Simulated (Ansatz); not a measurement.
**CoSi2 (Fm-3m): Migdal–Eliashberg transition temperature**

Aim: the phonon-mediated transition temperature of CoSi2 (Fm-3m) at ambient pressure, over a range of μ*. The cell shown first is a relaxed one, from steps not shown here.

Program: Ansatz 0.2.0. Level of theory: DFT PBE, scalar-relativistic, plane waves, PAW; PAW set soft_1. Results are calculated unless marked as measured.

**1. The cell after earlier relaxation steps**

Symmetry: Fm-3m, No. 225, cubic system. The conventional cell has a = 5.360 Å, b = 5.360 Å, c = 5.360 Å, α = 90.00°, β = 90.00°, γ = 90.00°. Nearest to Co lie 8 Si at 2.32 Å. Nearest to Si lie 4 Co at 2.32 Å. Farther neighbours are not listed.

**2. Electron–phonon run: q 3×3×3, k 9×9×9, scattering 16×16×16**

The run that gives the couplings also evaluates McMillan's and Allen and Dynes's formulas and, where asked, the Eliashberg equations, over a range of μ*.

File input.yaml:

```yaml
crystal:
  lattice:
    - [0.0, 2.6801166171, 2.6801166171]
    - [2.6801166171, 0.0, 2.6801166171]
    - [2.6801166171, 2.6801166171, 0.0]
  atoms:
    - { symbol: Co, position: [0.0, 0.0, 0.0] }
    - { symbol: Si, position: [0.25, 0.25, 0.25] }
    - { symbol: Si, position: [0.75, 0.75, 0.75] }
kpoints:
  mp_grid: { grid: [9, 9, 9] }
hamiltonian:
  xc: pbe
  pseudopotentials: { kind: paw, azcp: { folder: soft_1 } }
scf:
  occupations: { method: methfessel_paxton, width: 0.2 }
output:
  eigenvalues: true
phonons:
  method: dfpt
  qmesh: [3, 3, 3]
  temperatures: { t_max: 1000, t_step: 50 }
  qpath:
    path:
      - [[0.0, 0.0, 0.0], [0.5, 0.0, 0.5], [0.625, 0.25, 0.625]]
      - [[0.375, 0.375, 0.75], [0.0, 0.0, 0.0], [0.5, 0.5, 0.5], [0.5, 0.25, 0.75], [0.5, 0.0, 0.5]]
    npoints: 6
  electrical_resistivity:
    mesh: [16, 16, 16]
    temperatures: [20.0, 50.0, 80.0, 100.0, 150.0, 200.0, 273.0, 300.0, 400.0, 500.0, 600.0, 800.0]
  superconductivity: { mesh: [16, 16, 16] }
```

Run with:

```console
ansatz run input.yaml --threads 16 --pin off --max-ram 92160MiB --backend cuda --events-out ev --progress --plain --runs-dir out --max-vram 78GiB
```

Numbers of over 12 decimals in the logs are rounded to 6 here.

The log of the run:

```text
Engine: ansatz 0.2.0, aarch64-unknown-linux-gnu
Pseudopotentials: kind: paw
Pseudopotential: Co, paw, valence charge 17, recommended cutoff 420 eV (normal), soft_1/Co.paw.azcp
Pseudopotential: Si, paw, valence charge 4, recommended cutoff 420 eV (normal), soft_1/Si.paw.azcp
Functional definition: PBE
  parameter kappa = 0.804
  parameter beta = 0.066725
  exchange = pbe_x(kappa = kappa, mu = beta*pi^2/3)
  correlation = pbe_c(beta = beta)
[...]
Crystal: 3 atoms, lattice volume = 38.503 Å³
Basis set: ecut = 420 eV, 749 PW (Γ), exchange–correlation on 54×54×54 points (8 copies of the dense FFT grid, shifted against one another)
Bands: 17, of which v1, the nominal top of the filled ones, is band 13 counted from 1 (12 counted from 0)
Symmetry: 48 space group operations
k-points: 35 of 729
Non-local potential: Co, projectors of the file, l = 0: 3, l = 1: 2, l = 2: 3, l = 3: 1
Non-local potential: Si, projectors of the file, l = 0: 2, l = 1: 2, l = 2: 1
PAW form: soft (Blöchl's): semilocal exchange-correlation on the pseudo side does not see the compensation charge
PAW one-centre angular grid: Co, 590 points (default); XC on 64 Gauss nodes
PAW one-centre angular grid: Si, 110 points (default); XC on 64 Gauss nodes
Initial density: superposition of atomic densities (chi_scale 0.1, normalization cell, long waves kept (reshape's long-wave potential 0.00 eV rms))
Initial wavefunctions: pseudopotential atomic-orbital guess
[...]
Functional: x = pbe(κ = 0.804, μ = 0.219515), c = pbe(β = 0.066725)
SCF iter   1: F=—  HF=-6400.480100 eV  |F-HF|=—  |Δ(HF+E_count)|=         —  Δρ=1.50e-1  dr2=9.28e0  ethr=3.10e-3  ⟨swp⟩=5.0  Hψ=2979  notcnv=0
preconditioner: auto → Kerker (q_TF=auto, 2.539 Å⁻¹)  [metal: Δε(μ)=0.139 eV  Ē_g=8.732 eV  σ=0.200 eV  W_gap=0.50  n_scr=14 (ndim 8)  ℏωp=24.7 eV  f_vac=0.000  D(μ)=0.92/eV (n_scr^D=8)]
SCF iter   2: F=—  HF=-6399.643825 eV  |F-HF|=—  |Δ(HF+E_count)|=   8.36e-1  S|Δr|=    0.00e0  Δρ=5.90e-2  dr2=2.08e0  ethr=3.10e-3  ⟨swp⟩=2.2  Hψ=1189  notcnv=0
[...]
SCF iter  10: F=-6399.173349 eV  HF=-6399.173349 eV  |F-HF|=2.18e-11  |Δ(HF+E_count)|=   1.37e-9  S|Δr|=    0.00e0  Δρ=2.24e-7  dr2=9.14e-12  ethr=1.00e-12  ⟨swp⟩=5.2  Hψ=3462  notcnv=0
SCF 1 converged in 10 iterations: F = -6399.173349 eV  dr2 = 9.14e-12
  greatest PAW one-centre occupation: 1.000 electrons in one spin orbital (limit 2), on the Co atom at site 0 (counted from 0), in its partial waves of l = 1
phonons: the bands overlap, so this run is a metal and interpolates without the dipole-dipole term. If the crystal is really an insulator or semiconductor, its LO-TO splitting is missing
[...]
NSCF: frozen V_eff on 35 k-points, pencils in batches of 32, up to order 68
[...]
NSCF: frozen V_eff on 35 k-points
[...]
DFPT response loops at q = (0, 0, 0) (fractional): preconditioner auto → Kerker (q_TF=auto, 2.539 Å⁻¹) (partly filled bands, converged f_vac=0.000); β = 1.00, the filter's whole step (`scf.mixing.beta` (0.50) is not read by the response loops under this deck's `scf.mixing.preconditioner`; to damp them name `kerker` or `kerker_dos`, under which they read `scf.mixing.beta`, and type it under 1.00, their step now; both keys bind the ground state too); Anderson in place of MSR1; while a model of the screening serves, it and β = 1 on shorter waves in the place of filter and β
[...]
NSCF: frozen V_eff on 35 k-points
[...]
DFPT response loops at q = (0, 0, 0.333333) (fractional): mixed as the last ones told, above
[...]
DFPT response loops at q = (0, 0.333333, 0.333333) (fractional): mixed as the last ones told, above
[...]
DFPT response loops at q = (0, 0.333333, -0.333333) (fractional): mixed as the last ones told, above
[...]
SCF iter   1: F=—  HF=-6400.480100 eV  |F-HF|=—  |Δ(HF+E_count)|=         —  Δρ=1.50e-1  dr2=9.28e0  ethr=3.10e-3  ⟨swp⟩=5.0  Hψ=2979  notcnv=0
SCF iter   2: F=—  HF=-6399.643825 eV  |F-HF|=—  |Δ(HF+E_count)|=   8.36e-1  S|Δr|=    0.00e0  Δρ=5.90e-2  dr2=2.08e0  ethr=3.10e-3  ⟨swp⟩=2.2  Hψ=1189  notcnv=0
SCF iter   3: F=—  HF=-6399.203350 eV  |F-HF|=—  |Δ(HF+E_count)|=   4.40e-1  S|Δr|=    0.00e0  Δρ=2.06e-2  dr2=2.54e-1  ethr=3.10e-3  ⟨swp⟩=3.0  Hψ=1321  notcnv=0
[...]
SCF 2 converged in 10 iterations: F = -6399.173349 eV  dr2 = 9.10e-12
[...]
SCF converged after 10 iterations
[...]
Hall coefficient in a weak field at 50 K (a third of the trace): 2.339e-10 m³/C (as a tensor it moves by 5.6 % between the two finest meshes); by each state's relaxation time: 2.053e-10 m³/C; by a constant relaxation time: 2.329e-10 m³/C
  mean free path at 80 K (of a tensor a third of its trace): 126 nm by what each carries, 109 by the Fermi surface alone
  Hall coefficient in a weak field at 80 K (a third of the trace): 2.345e-10 m³/C (as a tensor it moves by 4.2 % between the two finest meshes); by each state's relaxation time: 2.088e-10 m³/C; by a constant relaxation time: 2.328e-10 m³/C
  mean free path at 100 K (of a tensor a third of its trace): 70.3 nm by what each carries, 61.6 by the Fermi surface alone
  Hall coefficient in a weak field at 100 K (a third of the trace): 2.314e-10 m³/C (as a tensor it moves by 3.6 % between the two finest meshes); by each state's relaxation time: 2.097e-10 m³/C; by a constant relaxation time: 2.327e-10 m³/C
  mean free path at 150 K (of a tensor a third of its trace): 28.8 nm by what each carries, 26.2 by the Fermi surface alone
  Hall coefficient in a weak field at 150 K (a third of the trace): 2.233e-10 m³/C (as a tensor it moves by 3.0 % between the two finest meshes); by each state's relaxation time: 2.080e-10 m³/C; by a constant relaxation time: 2.325e-10 m³/C
  mean free path at 200 K (of a tensor a third of its trace): 17.4 nm by what each carries, 16.1 by the Fermi surface alone
  Hall coefficient in a weak field at 200 K (a third of the trace): 2.182e-10 m³/C (as a tensor it moves by 2.9 % between the two finest meshes); by each state's relaxation time: 2.053e-10 m³/C; by a constant relaxation time: 2.325e-10 m³/C
  mean free path at 273 K (of a tensor a third of its trace): 11.1 nm by what each carries, 10.4 by the Fermi surface alone
  Hall coefficient in a weak field at 273 K (a third of the trace): 2.149e-10 m³/C (as a tensor it moves by 2.9 % between the two finest meshes); by each state's relaxation time: 2.032e-10 m³/C; by a constant relaxation time: 2.325e-10 m³/C
  mean free path at 300 K (of a tensor a third of its trace): 9.79 nm by what each carries, 9.21 by the Fermi surface alone
  Hall coefficient in a weak field at 300 K (a third of the trace): 2.144e-10 m³/C (as a tensor it moves by 2.9 % between the two finest meshes); by each state's relaxation time: 2.029e-10 m³/C; by a constant relaxation time: 2.325e-10 m³/C
  mean free path at 400 K (of a tensor a third of its trace): 6.93 nm by what each carries, 6.53 by the Fermi surface alone
  Hall coefficient in a weak field at 400 K (a third of the trace): 2.141e-10 m³/C (as a tensor it moves by 2.7 % between the two finest meshes); by each state's relaxation time: 2.029e-10 m³/C; by a constant relaxation time: 2.328e-10 m³/C
  mean free path at 500 K (of a tensor a third of its trace): 5.40 nm by what each carries, 5.09 by the Fermi surface alone
  Hall coefficient in a weak field at 500 K (a third of the trace): 2.149e-10 m³/C (as a tensor it moves by 2.4 % between the two finest meshes); by each state's relaxation time: 2.038e-10 m³/C; by a constant relaxation time: 2.331e-10 m³/C
  mean free path at 600 K (of a tensor a third of its trace): 4.45 nm by what each carries, 4.17 by the Fermi surface alone
  Hall coefficient in a weak field at 600 K (a third of the trace): 2.164e-10 m³/C (as a tensor it moves by 2.1 % between the two finest meshes); by each state's relaxation time: 2.053e-10 m³/C; by a constant relaxation time: 2.336e-10 m³/C
  mean free path at 800 K (of a tensor a third of its trace): 3.32 nm by what each carries, 3.08 by the Fermi surface alone
  Hall coefficient in a weak field at 800 K (a third of the trace): 2.208e-10 m³/C (as a tensor it moves by 1.6 % between the two finest meshes); by each state's relaxation time: 2.094e-10 m³/C; by a constant relaxation time: 2.349e-10 m³/C
  the resistivity times a path that all electrons share, by the Fermi surface of the deck's mesh alone (a third of the trace): 9.503e-16 Ω·m²
  not converged in the mesh (λ; λ_tr; the resistivity at 20 K by 10.42 %; the resistivity at 50 K by 11.33 %; the resistivity at 80 K by 10.95 %; the resistivity at 100 K by 10.91 %; the resistivity at 150 K by 11.21 %; the resistivity at 200 K by 11.48 %; the resistivity at 273 K by 11.64 %; the resistivity at 300 K by 11.66 %; the resistivity at 400 K by 11.62 %; the resistivity at 500 K by 11.51 %; the resistivity [...]
  vibrations of 27 cells: unjudged by the run; compare a larger repeat
  the changes of the potential over all sites missed a rigid shift's by 0.00 % (the site terms' by 0.00 %)
  at the force constants' own smearing the fine mesh and the k-points of their solves give squared frequencies that differ by 3.7 % of the larger at the most, at (0, 0, 0.3333)
--- Superconductivity: potentials and phonons of a 3×3×3 supercell ---
           mesh         λ    ħω_log (meV)  μ* declared at (meV)
       16×16×16    0.3976          25.308               31.316
          8×8×8    0.4203          25.384               31.280
          4×4×4    0.3420          26.735               32.258
  λ by the species' shares of the modes' patterns: Co 0.1672, Si 0.2303
  with the Fermi level up to 47.3 meV (the hardest mode) off, states and modes as they are: density of states 0.4972 to 0.5479 /eV of one spin and cell, λ 0.3837 to 0.4122
  transition temperature on the deck's mesh (K), isotropic and anisotropic, restricted to the Fermi surface (FSR) and over the full bandwidth (FBW), and the last with the density of states resolved in a narrower window:
        μ*   McMillan   Allen–Dynes      iso. FSR      iso. FBW    aniso. FSR    aniso. FBW  narrow window
      0.08      1.860         1.892         1.669         1.669         1.844         1.845          1.845
      0.10      1.191         1.210         1.030         1.031         1.176         1.177          1.177
      0.12      0.697         0.707         0.584         0.585         0.698         0.699          0.699
      0.13      0.511         0.518         0.423         0.423         0.521         0.522          0.521
      0.14      0.362         0.367         0.297         0.297         0.379         0.380          0.379
      0.16      0.160         0.162         0.130         0.131         0.184         0.184          0.184
      0.20      0.014         0.014    none_found    none_found    none_found    none_found     none_found
  none_found: no transition down to 0.1 K
  isotope coefficients −∂ln Tc/∂ln M under μ* = 0.13, the force constants as they are, of the isotropic transitions restricted to the Fermi surface and over the full bandwidth: Co 0.181 and 0.181, Si 0.034 and 0.033
  gaps at the Fermi level over the full bandwidth under μ* = 0.1, 0.294 K: 0.108 to 0.269 meV
  gaps at the Fermi level over the full bandwidth under μ* = 0.13, 0.130 K: 0.043 to 0.124 meV
  gaps at the Fermi level over the full bandwidth under μ* = 0.16, 0.046 K: 0.013 to 0.046 meV
  not converged in the mesh (λ, the transition temperature): between neighbouring meshes, the two finest first, λ moves by 5.72 % and 18.64 % and the anisotropic transition temperature over the full bandwidth at μ* = 0.13 by 51.78 % and 71.45 %; converged means that the two finest part by at most 2.00 % and 5.00 %
  vibrations of 27 cells: unjudged by the run; compare a larger repeat
  the changes of the potential over all sites missed a rigid shift's by 0.00 % (the site terms' by 0.00 %)
  at the force constants' own smearing the fine mesh and the k-points of their solves give squared frequencies that differ by 3.7 % of the larger at the most, at (0, 0, 0.3333)
```

Elapsed: 24 s, on 1 × NVIDIA GB200 with 16 threads of Arm Neoverse V2, shared host; peak memory 3.5 GiB.

In the SCF lines HF is the Harris–Foulkes energy and dr2 the Hartree energy of the density residual, in eV; the loop may stop once dr2 is under the threshold and the program's other checks hold. Hψ counts applications of the Hamiltonian.

This run has no spin polarisation, although Co can carry a moment.

This step gave:

```yaml
volume_per_atom: 12.83 Å³/atom
metallic_on_mesh: yes
gap_on_the_k_mesh: 0 eV
zero_point_energy: 0.1545 eV/cell
share_of_imaginary_modes_in_the_plain_interpolation_between_solved_wavevectors: 0
highest_frequency_solved_or_plainly_interpolated: 380.9 cm⁻¹
debye_temperature_second_moment: 538 K
resistivity_at_300_k: 10.32 μΩ cm
coupling_constant_lambda: 0.3976
density_of_states_at_the_fermi_level: 0.522 states/eV a spin and cell
log_mean_phonon_energy_omega_log: 25.31 meV
transport_coupling_constant_lambda_tr: 0.3853, 0.3853, 0.3853 (xx, yy, zz)
drude_plasma_energy: 6.27, 6.27, 6.27 eV (xx, yy, zz)
resistivity_times_mean_free_path: 9.503, 9.503, 9.503 × 10⁻¹⁶ Ω m² (xx, yy, zz)
second_moment_phonon_energy_omega: 31.32 meV
```

An empty cell: under 1 mK by a formula, or no transition down to the floor of the Eliashberg search. Transition temperatures:

```csv
μ*,McMillan Tc (K),Allen–Dynes Tc (K),isotropic Fermi-surface Tc (K),isotropic full bandwidth Tc (K),anisotropic Fermi-surface Tc (K),anisotropic full bandwidth Tc (K),anisotropic narrow window Tc (K)
0.08,1.86,1.89,1.67,1.67,1.84,1.84,1.85
0.1,1.19,1.21,1.03,1.03,1.18,1.18,1.18
0.12,0.697,0.707,0.584,0.585,0.698,0.699,0.699
0.13,0.511,0.518,0.423,0.423,0.521,0.522,0.521
0.14,0.362,0.367,0.297,0.297,0.379,0.38,0.379
0.16,0.16,0.162,0.13,0.131,0.184,0.184,0.184
0.2,0.0135,0.0137,-,-,-,-,-
```

**3. Coupling and resistivity: q 4×4×4, k 12×12×12, scattering 16×16×16**

The next rung changes the q mesh, which sets the reach of the force constants and couplings; the k mesh of the density and its response.

input.yaml: that of step 2 with these lines changed.

```diff
@@ -10,3 +10,3 @@
 kpoints:
-  mp_grid: { grid: [9, 9, 9] }
+  mp_grid: { grid: [12, 12, 12] }
 hamiltonian:
@@ -20,3 +20,3 @@
   method: dfpt
-  qmesh: [3, 3, 3]
+  qmesh: [4, 4, 4]
   temperatures: { t_max: 1000, t_step: 50 }
```

The log of the run:

```text
[...]
Crystal: 3 atoms, lattice volume = 38.503 Å³
Basis set: ecut = 420 eV, 749 PW (Γ), exchange–correlation on 54×54×54 points (8 copies of the dense FFT grid, shifted against one another)
Bands: 17, of which v1, the nominal top of the filled ones, is band 13 counted from 1 (12 counted from 0)
Symmetry: 48 space group operations
k-points: 72 of 1728
[...]
SCF iter   1: F=—  HF=-6400.482525 eV  |F-HF|=—  |Δ(HF+E_count)|=         —  Δρ=1.50e-1  dr2=9.27e0  ethr=3.10e-3  ⟨swp⟩=5.1  Hψ=6175  notcnv=0
[...]
SCF iter   2: F=—  HF=-6399.650798 eV  |F-HF|=—  |Δ(HF+E_count)|=   8.32e-1  S|Δr|=    0.00e0  Δρ=5.94e-2  dr2=2.10e0  ethr=3.10e-3  ⟨swp⟩=2.1  Hψ=2432  notcnv=0
[...]
SCF iter  10: F=-6399.178219 eV  HF=-6399.178219 eV  |F-HF|=1.09e-11  |Δ(HF+E_count)|=   1.12e-9  S|Δr|=    0.00e0  Δρ=2.08e-7  dr2=7.28e-12  ethr=1.00e-12  ⟨swp⟩=5.3  Hψ=7158  notcnv=0
SCF 1 converged in 10 iterations: F = -6399.178219 eV  dr2 = 7.28e-12
[...]
NSCF: frozen V_eff on 72 k-points, pencils in batches of 32, up to order 68
[...]
NSCF: frozen V_eff on 72 k-points
[...]
SCF iter   1: F=—  HF=-6400.482525 eV  |F-HF|=—  |Δ(HF+E_count)|=         —  Δρ=1.50e-1  dr2=9.27e0  ethr=3.10e-3  ⟨swp⟩=5.1  Hψ=6175  notcnv=0
[...]
SCF 2 converged in 10 iterations: F = -6399.178219 eV  dr2 = 7.21e-12
[...]
SCF converged after 10 iterations
[...]
vibrations of 64 cells: unjudged by the run; compare a larger repeat
[...]
--- Superconductivity: potentials and phonons of a 4×4×4 supercell ---
           mesh         λ    ħω_log (meV)  μ* declared at (meV)
       16×16×16    0.4015          25.195               31.293
          8×8×8    0.4241          25.286               31.261
          4×4×4    0.3442          26.716               32.282
  λ by the species' shares of the modes' patterns: Co 0.1689, Si 0.2326
[...]
0.08      1.940         1.975         1.739         1.740         1.918         1.919          1.919
      0.10      1.254         1.274         1.084         1.084         1.233         1.234          1.234
      0.12      0.743         0.754         0.622         0.622         0.739         0.740          0.740
      0.13      0.549         0.557         0.453         0.454         0.555         0.556          0.555
      0.14      0.392         0.398         0.321         0.321         0.407         0.407          0.407
      0.16      0.177         0.179         0.144         0.144         0.200         0.201          0.201
      0.20      0.016         0.017    none_found    none_found    none_found    none_found     none_found
  none_found: no transition down to 0.1 K
[...]
vibrations of 64 cells: unjudged by the run; compare a larger repeat
[...]
```

The job ended after 35 s (1 × NVIDIA GB200 with 16 threads; peak memory 4.7 GiB; 4.1 min of CPU time).

This step gave:

| Item | Value |
| --- | --- |
| zero-point energy | 0.1553 eV/cell |
| highest frequency, solved or plainly interpolated | 381.1 cm⁻¹ |
| Debye temperature (second moment) | 541 K |
| resistivity at 300 K | 10.38 μΩ cm |
| coupling constant λ | 0.4015 |
| density of states at the Fermi level | 0.5217 states/eV a spin and cell |
| log mean phonon energy ħω_log | 25.19 meV |
| transport coupling constant λ_tr | 0.3879, 0.3879, 0.3879 (xx, yy, zz) |
| Drude plasma energy | 6.273, 6.273, 6.273 eV (xx, yy, zz) |
| resistivity times mean free path | 9.501, 9.501, 9.501 × 10⁻¹⁶ Ω m² (xx, yy, zz) |
| second-moment phonon energy ħω₂ | 31.29 meV |

An empty cell: under 1 mK by a formula, or no transition down to the floor of the Eliashberg search. Transition temperatures:

```csv
μ*,McMillan Tc (K),Allen–Dynes Tc (K),isotropic Fermi-surface Tc (K),isotropic full bandwidth Tc (K),anisotropic Fermi-surface Tc (K),anisotropic full bandwidth Tc (K),anisotropic narrow window Tc (K)
0.08,1.94,1.97,1.74,1.74,1.92,1.92,1.92
0.1,1.25,1.27,1.08,1.08,1.23,1.23,1.23
0.12,0.743,0.754,0.622,0.622,0.739,0.74,0.74
0.13,0.549,0.557,0.453,0.454,0.555,0.556,0.555
0.14,0.392,0.398,0.321,0.321,0.407,0.407,0.407
0.16,0.177,0.179,0.144,0.144,0.2,0.201,0.201
0.2,0.0164,0.0166,-,-,-,-,-
```

For the log mean phonon energy ħω_log, step 2 gave 25.3 meV; this run, with k-mesh 12×12×12 and q mesh 4×4×4, gives 25.2 meV.

(Part 1 of 2 ends here.)

[Logs are printed without paths, hosts, clocks, repeated set-up lines and the standing remarks that a program may print on its own settings, such as how far it seeks lower states.]

[Hosts, paths, dates, database ids (printed as entryN), source tags and the programs' standing remarks are cut or masked in the printed files.]
